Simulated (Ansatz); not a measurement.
# Amorphous Se: valence band and core levels, part 3 of 3

How wide do site differences make the core lines of amorphous Se?

Ansatz 0.2.0; DFT, PBEsol, plane-wave PAW, scalar-relativistic; PAW set soft_1.

So far. Step 10 (Z+1 stand-in on atom 3): The run ends at a pressure of 0.26 GPa, with forces up to 2.0 eV/Å.

## Step 11: Z+1 stand-in on atom 4

System of this step: Se29Br. The cell holds 30 atoms: 29 Se and 1 Br. Cell: a = 9.708 Å, b = 9.708 Å, c = 9.708 Å, α = 90.0°, β = 90.0°, γ = 90.0°.

The same swap on atom 4.

The input, input.yaml:

```yaml
crystal:
  lattice:
    - [9.7079283383, 0.0, 0.0]
    - [0.0, 9.7079283383, 0.0]
    - [0.0, 0.0, 9.7079283383]
  atoms:
    - { symbol: Se, position: [0.3225678844, 0.4115572782, 0.7498876492] }
    - { symbol: Se, position: [0.1872320519, 0.8494086504, 0.6950279745] }
    - { symbol: Se, position: [0.1944547373, 0.3213747979, 0.3895000183] }
    - { symbol: Br, position: [0.5840863725, 0.4033067778, 0.2739545697] }
    - { symbol: Se, position: [0.3330807891, 0.7187321917, 0.2689640426] }
    - { symbol: Se, position: [0.6451523673, 1.0193609856, 0.5857202441] }
    - { symbol: Se, position: [0.437309568, 0.2297558539, 0.1603315123] }
    - { symbol: Se, position: [0.5021371864, 0.8854372308, 0.3603948824] }
[... 18 atom lines left out ...]
    - { symbol: Se, position: [0.6421587276, 0.5738093238, 0.627186802] }
    - { symbol: Se, position: [1.0180396308, 0.393572566, -0.001117932] }
    - { symbol: Se, position: [0.6524223745, 0.3356278866, 0.5714811195] }
    - { symbol: Se, position: [0.8540354107, 0.831633932, 0.0336102132] }
kpoints:
  mp_grid: { grid: [2, 2, 2] }
scf:
  occupations: { method: fermi_dirac, width: 0.03 }
  n_extra_bands: 25
hamiltonian:
  xc: pbesol
  pseudopotentials: { kind: paw, azcp: { folder: soft_1 }, xc_functional: pbe }
output:
  forces: true
  stress: true
```

On the command line:

```sh
$ ansatz run input.yaml --threads 8 --pin off --max-ram 23552MiB --backend cpu --events-out ev --progress --plain --runs-dir out
```

Run time: 22 s. Hardware: 8 threads of AMD EPYC 7B13 (Zen 3), shared host; peak memory 7.6 GiB; 2.8 min of CPU time.

This step gave:

```yaml
free_energy: -160034.0109 eV
energy_at_zero_smearing: -160033.9908 eV
smearing_term_ts: 0.04017 eV
fermi_energy: 5.841 eV
pressure: 0.2430 GPa
```

The run ends at a pressure of 0.24 GPa, with forces up to 2.3 eV/Å.

## Step 12: Z+1 stand-in on atom 5

System of this step: Se29Br. The cell holds 30 atoms: 29 Se and 1 Br. Its edges and angles: a = 9.708 Å, b = 9.708 Å, c = 9.708 Å, α = 90.0°, β = 90.0°, γ = 90.0°.

The same swap on atom 5.

input.yaml, as its differences from that of step 11:

```diff
@@ -9,4 +9,4 @@
     - { symbol: Se, position: [0.1944547373, 0.3213747979, 0.3895000183] }
-    - { symbol: Br, position: [0.5840863725, 0.4033067778, 0.2739545697] }
-    - { symbol: Se, position: [0.3330807891, 0.7187321917, 0.2689640426] }
+    - { symbol: Se, position: [0.5840863725, 0.4033067778, 0.2739545697] }
+    - { symbol: Br, position: [0.3330807891, 0.7187321917, 0.2689640426] }
     - { symbol: Se, position: [0.6451523673, 1.0193609856, 0.5857202441] }
```

It took 20 s on 8 threads; peak memory 7.6 GiB; 2.4 min of CPU time.

Numbers from this step:

```
free energy             : -160034.0303 eV
energy at zero smearing : -160034.0224 eV
smearing term TS        : 0.01583 eV
Fermi energy            : 5.880 eV
pressure                : 0.2328 GPa
```

The run ends at a pressure of 0.23 GPa, with forces up to 2.1 eV/Å.

## Step 13: Z+1 stand-in on atom 6

System of this step: Se29Br. The cell holds 30 atoms: 29 Se and 1 Br. Cell: a = 9.708 Å, b = 9.708 Å, c = 9.708 Å, α = 90.0°, β = 90.0°, γ = 90.0°.

The same swap on atom 6.

input.yaml, as its differences from that of step 12:

```diff
@@ -10,4 +10,4 @@
     - { symbol: Se, position: [0.5840863725, 0.4033067778, 0.2739545697] }
-    - { symbol: Br, position: [0.3330807891, 0.7187321917, 0.2689640426] }
-    - { symbol: Se, position: [0.6451523673, 1.0193609856, 0.5857202441] }
+    - { symbol: Se, position: [0.3330807891, 0.7187321917, 0.2689640426] }
+    - { symbol: Br, position: [0.6451523673, 1.0193609856, 0.5857202441] }
     - { symbol: Se, position: [0.437309568, 0.2297558539, 0.1603315123] }
```

It took 21 s on 8 threads; peak memory 7.6 GiB; 2.7 min of CPU time.

This step gave:

```yaml
free_energy: -160034.6136 eV
energy_at_zero_smearing: -160034.5943 eV
smearing_term_ts: 0.03869 eV
fermi_energy: 5.975 eV
pressure: 0.2110 GPa
```

The run ends at a pressure of 0.21 GPa, with forces up to 2.1 eV/Å.

## Step 14: Shifts from the Z+1 runs

An atom with a screened core hole acts like the next element, so the difference of two such total energies is the shift between the two sites; positive is more bound. Shifts count from the last listed atom of each element.

| atom | region | replaced by | shell meant | free energy (eV) | shift (eV) |
| --- | --- | --- | --- | --- | --- |
| Se1 | - | Br | 3d | -160033.761 | +0.85 |
| Se2 | - | Br | 3d | -160033.674 | +0.94 |
| Se3 | - | Br | 3d | -160033.571 | +1.04 |
| Se4 | - | Br | 3d | -160034.011 | +0.60 |
| Se5 | - | Br | 3d | -160034.030 | +0.58 |
| Se6 | - | Br | 3d | -160034.614 | +0.00 |

The stand-in's nearest image is 9.7 Å away. The method gives no absolute levels and the same shift for every shell of an atom.

## Step 15: Summary of results

```json
{
  "strongest listed peak within 13 eV of the zero, at 1486.7 eV": "1.2 eV binding, mostly Se 4p",
  "strongest listed peak within 13 eV of the zero, at 21.2 eV": "1.2 eV binding, mostly Se 4p",
  "spread of the Se level over the listed sites": "1.04 eV"
}
```

In words: Over the listed sites the core levels spread as follows: Se 1.04 eV. Among the sites run, the most bound Se 3d level is that of Se3, bonded to 2 Se; the least bound, 1.04 eV shallower, that of Se6, bonded to 2 Se. With the next element in place the extra electron enters the lowest empty band of the cell, and its attraction to the stand-in enters the order. At 21.2 eV the valence spectrum has its highest listed peaks within 9.85 eV at 1.2 eV (Se 4p) and 4.1 eV (Se 4p). At 1486.7 eV the valence spectrum has its highest listed peaks within 13 eV at 1.2 eV (Se 4p), 4.0 eV (Se 4p) and 10.8 eV (Se 4s). The shell named is the one with most of the intensity, cross sections included, not always the one with most states there. In the main run, from 1486.7 eV towards hard X-rays the Se 4s share grows by 22 points, as its cross section falls more slowly with photon energy than those of the shells it gains on. The spectra rest on a 2×2×2 mesh, so closely spaced maxima can be ripples of the mesh. The dynamics last under a picosecond in a cell of a few dozen atoms, so the model holds more coordination defects than a real glass, and only a few sites got holes.

[Logs are printed without paths, hosts, clocks, repeated set-up lines and the standing remarks that a program may print on its own settings, such as how far it seeks lower states.]

[Hosts, paths, dates, database ids (printed as entryN), source tags and the programs' standing remarks are cut or masked in the printed files.]

[Maps of the electrostatic potential energy from Ansatz leave out the sawtooth potential of an applied field or a dipole correction, so their vacuum need not be flat; work functions include it.]
